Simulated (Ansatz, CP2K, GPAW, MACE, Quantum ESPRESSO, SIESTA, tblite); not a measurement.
# GPAW on amorphous Si (76 atoms): settings against a plane-wave reference

Aim: run amorphous Si (76 atoms) in GPAW and see how near its forces come to a plane-wave reference, and at what cost.

Calculated with GPAW 26.7.0; the method is named at each step.

### 1. The starting structure

The cell holds 76 atoms: 76 Si. Its edges and angles: a = 11.521 Å, b = 11.521 Å, c = 11.521 Å, α = 90.0°, β = 90.0°, γ = 90.0°. 76 atoms (76 Si) placed at random at 2.32 g/cm³, melted at 3500 K for 10 ps at fixed volume with the Tersoff potential (Tersoff, Phys. Rev. B 39, 5566 (1989)). Quenched from 3100 K to 500 K at 10 K/ps and fixed volume, annealed at 900 K for 50 ps, held 5 ps. Then every atom was moved at random, 0.05 Å r.m.s. a Cartesian component.

The yardstick, on the same geometry:

* method: Kohn-Sham DFT, PBE, PAW, plane waves (Ansatz 0.2.0); cutoff 420 eV, Γ point, fermi-dirac smearing of 0.05 eV; PAW set soft_2
* r.m.s. force component: 0.9372 eV/Å
* longest force: 4.062 eV/Å
* pressure: 0.3203 GPa
* SCF cycles: 10
* time: 5.6 s on 8 threads of Arm Neoverse V2, shared host
* CPU time: 40 s

### 2. PBE, LCAO dzp, h 0.2 Å

Method: Kohn-Sham DFT, PBE, PAW, atomic orbitals (dzp).

run.py reads:

```python
import numpy as np
from ase.io import read
from gpaw import GPAW, FermiDirac

atoms = read("structure.xyz")
atoms.calc = GPAW(
    mode="lcao",
    basis="dzp",
    h=0.2,
    xc="PBE",
    kpts={"size": (1, 1, 1), "gamma": True},
    occupations=FermiDirac(0.05),
    maxiter=200,
    symmetry={"point_group": False},
    txt="gpaw.txt",
)
energy = atoms.get_potential_energy(force_consistent=True)
forces = atoms.get_forces()
print(f"energy {energy:.6f} eV")
print("forces (eV/A)")
for i, (a, f) in enumerate(zip(atoms, forces)):
    print(f"{i:4d} {a.symbol:2s} {f[0]:10.5f} {f[1]:10.5f} {f[2]:10.5f}")
print(f"Fermi level {atoms.calc.get_fermi_level():.4f} eV")
for k in range(len(atoms.calc.get_ibz_k_points())):
    for s in range(atoms.calc.get_number_of_spins()):
        e = atoms.calc.get_eigenvalues(kpt=k, spin=s)
        n = np.searchsorted(e, atoms.calc.get_fermi_level())
        print(f"k {k} spin {s} levels about the Fermi level:", np.round(e[max(n - 6, 0):n], 4).tolist(), "|", np.round(e[n:n + 6], 4).tolist())
```

structure.xyz reads:

```xyz
76
Lattice="11.52060 0.00000 0.00000 0.00000 11.52060 0.00000 0.00000 0.00000 11.52060" Properties=species:S:1:pos:R:3 pbc="T T T"
Si 11.02533 3.27968 0.70575
Si 7.44772 4.14442 1.22280
Si 0.78709 0.76842 2.48914
Si 3.35872 3.37842 0.84308
Si 10.29884 3.67599 6.57918
Si 8.02179 0.56866 0.51670
Si 7.95083 3.44155 6.61329
Si 5.72194 9.05439 8.61545
Si 2.39075 6.78794 3.42070
Si 2.48211 9.28053 6.75130
Si 9.97880 7.16835 5.34083
Si 9.45115 7.20026 9.27961
Si 2.92854 2.37290 10.21255
Si 1.42383 5.07552 8.41568
Si 11.45770 0.61163 8.27179
Si 3.31194 3.63440 7.95152
Si 3.42554 10.59515 0.42891
Si 0.33306 1.96035 10.37200
Si 8.85416 6.34267 1.29918
Si 11.17003 5.75281 0.52684
Si 3.20998 10.02500 4.52921
Si 6.05822 11.17245 1.74733
Si 3.62484 4.14730 5.33991
Si 7.68505 2.61149 8.94206
Si 11.11588 8.92708 8.83273
Si 2.48499 6.71697 9.98456
Si 7.45417 4.46032 10.47096
Si 3.85963 7.58217 8.16407
Si 5.06964 8.18700 4.39707
Si 6.26617 8.07721 10.69204
Si 4.55905 1.56484 2.01576
Si 5.18911 2.87070 3.94154
Si 3.87138 5.71399 0.03157
Si 0.74193 7.76212 10.95528
Si 3.67680 0.84630 4.94672
Si 11.35977 11.39791 0.40046
Si 8.85473 2.44363 1.52636
Si 1.36266 3.26494 4.71239
Si 1.35125 3.07174 2.21553
Si 6.63218 6.51236 4.58681
Si 5.66468 11.36634 8.61338
Si 8.47029 7.08160 7.06835
Si 6.36905 9.79090 5.41180
Si 9.20865 9.37938 2.91679
Si 0.63006 5.48703 2.64559
Si 3.66885 0.20553 9.87603
Si 5.80108 5.83173 10.22419
Si 7.65705 0.54181 9.65242
Si 1.27798 9.38307 0.77741
Si 7.44507 10.96266 3.58821
Si 9.47097 10.10737 0.72925
Si 8.81729 1.25978 3.62438
Si 8.61614 8.19276 11.38973
Si 5.71295 4.90040 2.88960
Si 5.16054 9.07339 0.95794
Si 0.18237 8.56522 6.65153
[... 16 atom lines left out ...]
Si 0.18594 1.61162 6.03841
Si 2.37900 1.53662 6.72527
Si 7.79541 9.32742 7.20809
Si 8.60796 7.17215 3.60825
```

Launch:

```console
$ OMP_NUM_THREADS=1 python run.py > output.txt
```

Output:

```text
energy -373.718132 eV
forces (eV/A)
   0 Si   -0.27370   -0.08870    0.05012
   1 Si   -0.81621    2.40291    0.83118
   2 Si   -0.54164    0.20583   -1.54462
   3 Si    0.01088   -0.17441   -0.54421
   4 Si    0.82103   -0.92705    0.19247
   5 Si   -0.96949   -1.92330   -0.60688
   6 Si    1.45322    1.29626    3.50431
   7 Si    0.93172   -0.37772   -0.08805
   8 Si    0.01362   -0.20387    0.51989
   9 Si    0.53277    0.23753    0.66808
  10 Si    1.76071   -0.76732    0.75934
  11 Si    0.45995    0.28210   -0.23152
  12 Si   -0.91142    0.65071   -0.10975
  13 Si    0.63290    0.15822    0.66915
  14 Si    0.40859    0.27903    0.09111
  15 Si   -0.53872   -0.44485   -0.18486
  16 Si   -0.99435   -1.10959   -0.22039
  17 Si    0.92931   -0.85841   -0.40622
  18 Si    0.36958   -1.06506    1.03342
  19 Si   -1.15788    0.59619   -0.00137
  20 Si    0.25692   -0.74223   -0.36280
  21 Si    0.71793    0.45848   -0.74536
  22 Si   -0.52006    0.01709    0.54165
  23 Si    0.19340    2.27669   -1.05778
[...]
68 Si   -0.42606    0.24425   -0.16391
  69 Si    0.74978   -0.53870   -1.73266
  70 Si   -1.76833    1.26957    0.61797
  71 Si   -0.11918   -0.28817   -0.38391
  72 Si   -1.76354    0.77149    0.19605
  73 Si    1.13297    0.28887    1.23755
  74 Si   -0.18484   -0.10387    0.35681
  75 Si   -0.57391    0.34896   -2.69301
Fermi level 5.4841 eV
k 0 spin 0 levels about the Fermi level: [4.9349, 5.1153, 5.1597, 5.2785, 5.3838, 5.4441] | [5.5399, 5.5686, 5.6395, 5.8371, 5.9495, 5.9956]
```

gpaw.txt:

```text
Input parameters:
  mode=LCAO(),
  basis={'default': 'dzp'},
  h=0.2,
  kpts=MonkhorstPack(size=(1, 1, 1), gamma=True),
  maxiter=200,
  occupations=Occupations(name='fermi-dirac', width=0.05, fixmagmom=False),
  symmetry=Symmetry(point_group=False),
  xc=XC(name='PBE')
Unit cell  # Å
| periodic |         x |         y |         z |   lengths |    angles |
|----------|-----------|-----------|-----------|-----------|-----------|
|      yes | 11.520600 |  0.000000 |  0.000000 | 11.520600 | 90.000000 |
|      yes |  0.000000 | 11.520600 |  0.000000 | 11.520600 | 90.000000 |
|      yes |  0.000000 |  0.000000 | 11.520600 | 11.520600 | 90.000000 |
Number of symmetries: 1
Symmetry operations  # r_c * U_cc + t_c -> r_c
|   | kind |            matrix            |
|---|------|------------------------------|
| 0 |  E   |  1, 0, 0,  0, 1, 0,  0, 0, 1 |
BZ-sampling:
  Number of BZ points: 1
  Number of IBZ points: 1
  Monkhorst-Pack size: [1, 1, 1]
  Monkhorst-Pack shift: [0, 0, 0]
[... lines left out ...]
  Fermi-Dirac:
[... lines left out ...]
xc functional:
  name: PBE with 2 nearest neighbor stencil
interpolation: tri-quintic # 5. degree polynomial
Initialization done in: 7.511 s
convergence criteria:
- Maximum [total energy] change in last 3 cyles: 0.0005 eV / valence electron
- Maximum integral of absolute [dens]ity change: 0.0001 electrons / valence electron
- Maximum integral of absolute [eigenst]ate change: 4e-08 eV^2 / valence electron
maximum number of iterations: 200
SCF iterations
|iter     |      energy | eigst |  dens |
|---------|-------------|-------|-------|
|iter:   1| -374.643821 |      c|       |
|iter:   2| -374.289542 |      c| -0.92 |
|iter:   3| -387.230156 |      c| -0.95 |
|iter:   4| -397.224114 |      c| -1.09 |
|iter:   5| -374.576726 |      c| -0.95 |
|iter:   6| -374.077228 |      c| -1.60 |
|iter:   7| -373.717825 |      c| -1.75 |
|iter:   8| -373.651427 |      c| -2.02 |
|iter:   9| -373.655706c|      c| -2.23 |
|iter:  10| -373.612745c|      c| -2.26 |
|iter:  11| -373.605316c|      c| -2.66 |
[...]
|iter:  15| -373.605131c|      c| -3.73 |
|iter:  16| -373.605180c|      c| -3.90 |
|iter:  17| -373.605168c|      c| -4.12c|
Converged in 17 steps
SCF loop duration: 202.618 s (11.919 s/step)
Energy contributions relative to reference atoms: (reference = -599362.163017)
Energy contributions:
  Kinetic:         427.795685
  Coulomb:        -358.498965
  Zero:             -1.141478
  External:          0.000000
  Xc:             -441.647446
  Entropy:          -0.225927
  Spinorbit:         0.000000
  ----------------------------
  Free energy:    -373.718132
  Extrapolated:   -373.605168
dipole moment: (61.178155, -26.195106, -65.977907)  # |e|*Ang
Fermi level: 5.484
Eigenvalues  # (at kpt = [0.000, 0.000, 0.000])
| band index |      eig [eV] | occ [0-2] |
|------------|---------------|-----------|
|          0 |        -6.957 |     2.000 |
|        ... |               |           |
|        144 |         4.786 |     2.000 |
|        145 |         4.821 |     2.000 |
[...]
|        159 |         6.127 |     0.000 |
|        ... |               |           |
|        186 |         7.767 |     0.000 |
Gap: 0.096 eV
Transition (v -> c):
  (s=0, k=0, n=151, [0.00, 0.00, 0.00]) -> (s=0, k=0, n=152, [0.00, 0.00, 0.00])
No difference between direct/indirect transitions
Force computation time: 27.034  # s
timing:  # [seconds]
  Total:  237.192  # ━━━━━━━━━━━━━━━━━━━━━━━━━━━━━━━━━━━━━━━━━━━━━━━━━━━━━━━━
  Init:     7.511  # ━━
  SCF:    202.618  # ━━━━━━━━━━━━━━━━━━━━━━━━━━━━━━━━━━━━━━━━━━━━━━━━
  Forces:  27.034  # ━━━━━━╸
```

It took 4 min on 1 thread of Arm Neoverse V2, shared host; peak memory 1.5 GiB.

Banners, paths, timers and routine set-up lines are dropped from the logs unmarked, and long logs keep their key lines alone; longer cuts are marked.

Numbers from this run, and their distance from the reference:

* r.m.s. force component: 0.9805 eV/Å
* r.m.s. difference of force components: 51.99 meV/Å
* longest difference of force vectors: 158.3 meV/Å
* force difference over r.m.s. force: 5.547 %
* slope of forces against the reference's: 1.046
* correlation of force components: 0.9996

A closer look about Si24, which has 3 bonded neighbours where the commonest count for Si is 4: 9 atoms, nearest first, numbered in the order of the input, with positions taken from that point.

| atom | x | y | z | distance (Å) | bonds | Fx | Fy | Fz (eV/Å) |
| --- | --- | --- | --- | --- | --- | --- | --- | --- |
| Si24 | 0.00 | 0.00 | 0.00 | 0.00 | 3 | 0.19 | 2.28 | -1.06 |
| Si48 | -0.03 | -2.07 | 0.71 | 2.19 | 4 | 0.85 | -1.79 | 0.76 |
| Si27 | -0.23 | 1.85 | 1.53 | 2.41 | 4 | 2.55 | -1.82 | -0.21 |
| Si7 | 0.27 | 0.83 | -2.33 | 2.49 | 4 | 1.45 | 1.30 | 3.50 |
| Si41 | -2.02 | -2.77 | -0.33 | 3.44 | 4 | -0.51 | 0.33 | 1.50 |
| Si71 | 2.19 | 2.43 | 1.17 | 3.47 | 4 | -1.77 | 1.27 | 0.62 |
| Si65 | 3.36 | 1.02 | -0.05 | 3.51 | 4 | 0.50 | -0.24 | -1.53 |
| Si5 | 2.61 | 1.06 | -2.36 | 3.68 | 4 | 0.82 | -0.93 | 0.19 |
| Si6 | 0.34 | -2.04 | 3.10 | 3.72 | 4 | -0.97 | -1.92 | -0.61 |

Atoms are counted from 1 here, from 0 in the log.

Forces lie 5.5 % from the reference's, at 6.0 times its CPU time (on 1 against 8 cores).

### 3. PBE, LCAO dzp, h 0.16 Å

Method: Kohn-Sham DFT, PBE, PAW, atomic orbitals (dzp).

run.py: that of step 2 with these lines changed.

```diff
@@ -8,3 +8,3 @@
     basis="dzp",
-    h=0.2,
+    h=0.16,
     xc="PBE",
```

structure.xyz is that of step 2.

Output:

```text
energy -373.890335 eV
forces (eV/A)
   0 Si   -0.26991   -0.09080    0.04963
   1 Si   -0.81426    2.40127    0.82897
   2 Si   -0.54092    0.20435   -1.54425
   3 Si    0.01039   -0.17217   -0.54438
   4 Si    0.82244   -0.92736    0.19148
   5 Si   -0.96953   -1.92192   -0.60795
   6 Si    1.45627    1.29754    3.50291
   7 Si    0.93213   -0.38172   -0.08808
   8 Si    0.01465   -0.20474    0.52164
   9 Si    0.53463    0.23868    0.66734
  10 Si    1.76147   -0.76817    0.76240
  11 Si    0.46029    0.28298   -0.23214
  12 Si   -0.91158    0.65297   -0.10786
  13 Si    0.63411    0.15908    0.67135
  14 Si    0.41138    0.27636    0.09232
  15 Si   -0.53611   -0.44491   -0.18203
  16 Si   -0.99204   -1.10823   -0.22226
  17 Si    0.93316   -0.85979   -0.41052
  18 Si    0.37037   -1.06599    1.03215
  19 Si   -1.16068    0.59754   -0.00470
  20 Si    0.25506   -0.74160   -0.36111
  21 Si    0.71891    0.45615   -0.74510
  22 Si   -0.51939    0.01762    0.53962
  23 Si    0.19342    2.27793   -1.06250
[...]
68 Si   -0.42624    0.24494   -0.16070
  69 Si    0.75238   -0.53796   -1.72930
  70 Si   -1.76712    1.26998    0.62016
  71 Si   -0.11896   -0.28635   -0.38290
  72 Si   -1.76397    0.77287    0.19539
  73 Si    1.12982    0.28904    1.24035
  74 Si   -0.18421   -0.10426    0.35823
  75 Si   -0.57383    0.34808   -2.69196
Fermi level 5.4840 eV
k 0 spin 0 levels about the Fermi level: [4.9348, 5.1152, 5.1596, 5.2784, 5.3837, 5.444] | [5.5397, 5.5684, 5.6393, 5.837, 5.9493, 5.9955]
```

gpaw.txt:

```text
Input parameters:
  mode=LCAO(),
  basis={'default': 'dzp'},
  h=0.16,
  kpts=MonkhorstPack(size=(1, 1, 1), gamma=True),
  maxiter=200,
  occupations=Occupations(name='fermi-dirac', width=0.05, fixmagmom=False),
  symmetry=Symmetry(point_group=False),
  xc=XC(name='PBE')
Unit cell  # Å
| periodic |         x |         y |         z |   lengths |    angles |
[... lines left out ...]
  Fermi-Dirac:
[... lines left out ...]
convergence criteria:
- Maximum [total energy] change in last 3 cyles: 0.0005 eV / valence electron
[... lines left out ...]
Converged in 17 steps
[... lines left out ...]
  Free energy:    -373.890335
  Extrapolated:   -373.777359
dipole moment: (61.218187, -26.116453, -65.858296)  # |e|*Ang
Fermi level: 5.484
Eigenvalues  # (at kpt = [0.000, 0.000, 0.000])
| band index |      eig [eV] | occ [0-2] |
|------------|---------------|-----------|
|          0 |        -6.957 |     2.000 |
|        ... |               |           |
|        144 |         4.786 |     2.000 |
|        145 |         4.821 |     2.000 |
[...]
|        159 |         6.127 |     0.000 |
|        ... |               |           |
|        186 |         7.767 |     0.000 |
Gap: 0.096 eV
Transition (v -> c):
  (s=0, k=0, n=151, [0.00, 0.00, 0.00]) -> (s=0, k=0, n=152, [0.00, 0.00, 0.00])
No difference between direct/indirect transitions
Force computation time: 52.970  # s
timing:  # [seconds]
  Total:  461.459  # ━━━━━━━━━━━━━━━━━━━━━━━━━━━━━━━━━━━━━━━━━━━━━━━━━━━━━━━━
  Init:    11.679  # ━╸
  SCF:    396.784  # ━━━━━━━━━━━━━━━━━━━━━━━━━━━━━━━━━━━━━━━━━━━━━━━━
  Forces:  52.970  # ━━━━━━╸
```

Elapsed: 7.7 min, on 1 thread; peak memory 3 GiB.

Against the reference:

| Quantity | Value |
| --- | --- |
| r.m.s. force component | 0.9804 eV/Å |
| r.m.s. difference of force components | 52.06 meV/Å |
| longest difference of force vectors | 158.6 meV/Å |
| force difference over r.m.s. force | 5.554 % |
| slope of forces against the reference's | 1.046 |
| correlation of force components | 0.9995 |
| energy less the same-level run's | -2.266 meV/atom |
| r.m.s. force difference from the same-level run | 1.859 meV/Å |

Against the first run (5.5 %), the force difference from the reference is 5.6 %, at 1.9 times the CPU time: the change moves forces by 1.9 meV/Å r.m.s., so most of the difference comes from elsewhere.

### 4. PBE, LCAO szp(dzp), h 0.2 Å

Method: Kohn-Sham DFT, PBE, PAW, atomic orbitals (szp(dzp)).

run.py: that of step 3 with these lines changed.

```diff
@@ -7,4 +7,4 @@
     mode="lcao",
-    basis="dzp",
-    h=0.16,
+    basis="szp(dzp)",
+    h=0.2,
     xc="PBE",
```

structure.xyz is that of step 3.

Output:

```text
energy -360.646577 eV
forces (eV/A)
   0 Si   -0.31555   -0.05791    0.03219
   1 Si   -1.08368    2.52952    0.96215
   2 Si   -0.60258    0.18486   -1.66949
   3 Si    0.10020   -0.05674   -0.44926
   4 Si    0.88515   -0.86611    0.18401
   5 Si   -1.08239   -1.96715   -0.56621
[...]
73 Si    1.32242    0.30311    1.39155
  74 Si   -0.02144   -0.01858    0.32311
  75 Si   -0.61132    0.33172   -2.84815
Fermi level 5.3369 eV
k 0 spin 0 levels about the Fermi level: [4.7602, 4.9355, 5.0157, 5.1307, 5.2399, 5.2928] | [5.3914, 5.4219, 5.5116, 5.712, 5.8153, 5.8802]
```

gpaw.txt:

```text
Input parameters:
  mode=LCAO(),
  basis={'default': 'szp(dzp)'},
  h=0.2,
  kpts=MonkhorstPack(size=(1, 1, 1), gamma=True),
  maxiter=200,
  occupations=Occupations(name='fermi-dirac', width=0.05, fixmagmom=False),
[... lines left out ...]
  Fermi-Dirac:
[... lines left out ...]
convergence criteria:
- Maximum [total energy] change in last 3 cyles: 0.0005 eV / valence electron
[... lines left out ...]
Converged in 17 steps
[... lines left out ...]
  Free energy:    -360.646577
[... lines left out ...]
Fermi level: 5.337
[... lines left out ...]
|        ... |               |           |
|        186 |         7.787 |     0.000 |
Gap: 0.099 eV
Transition (v -> c):
  (s=0, k=0, n=151, [0.00, 0.00, 0.00]) -> (s=0, k=0, n=152, [0.00, 0.00, 0.00])
No difference between direct/indirect transitions
Force computation time: 20.815  # s
timing:  # [seconds]
  Total:  189.944  # ━━━━━━━━━━━━━━━━━━━━━━━━━━━━━━━━━━━━━━━━━━━━━━━━━━━━━━━━
  Init:     6.836  # ━━
  SCF:    162.266  # ━━━━━━━━━━━━━━━━━━━━━━━━━━━━━━━━━━━━━━━━━━━━━━━━
  Forces:  20.815  # ━━━━━━
```

Run time: 3.2 min. Hardware: 1 thread; peak memory 1.5 GiB.

Numbers from this run, and their distance from the reference:

```
r.m.s. force component                  : 1.048 eV/Å
r.m.s. difference of force components   : 148.9 meV/Å
longest difference of force vectors     : 530 meV/Å
force difference over r.m.s. force      : 15.89 %
slope of forces against the reference's : 1.113
correlation of force components         : 0.995
```

This is a coarse setting, run to see what it loses.

Against the first run (5.5 %), the force difference from the reference is 16 %, at 0.80 times the CPU time, with 684 basis functions against 988: the smaller basis costs accuracy.

(Part 1 of 2 ends here.)

[Also dropped from logs without a mark: logging warnings of Python, and SIESTA's first energy breakdown and zero terms.]

[Logs are printed without paths, hosts, clocks, repeated set-up lines and the standing remarks that a program may print on its own settings, such as how far it seeks lower states.]

[Hosts, paths, dates, database ids (printed as entryN), source tags and the programs' standing remarks are cut or masked in the printed files.]
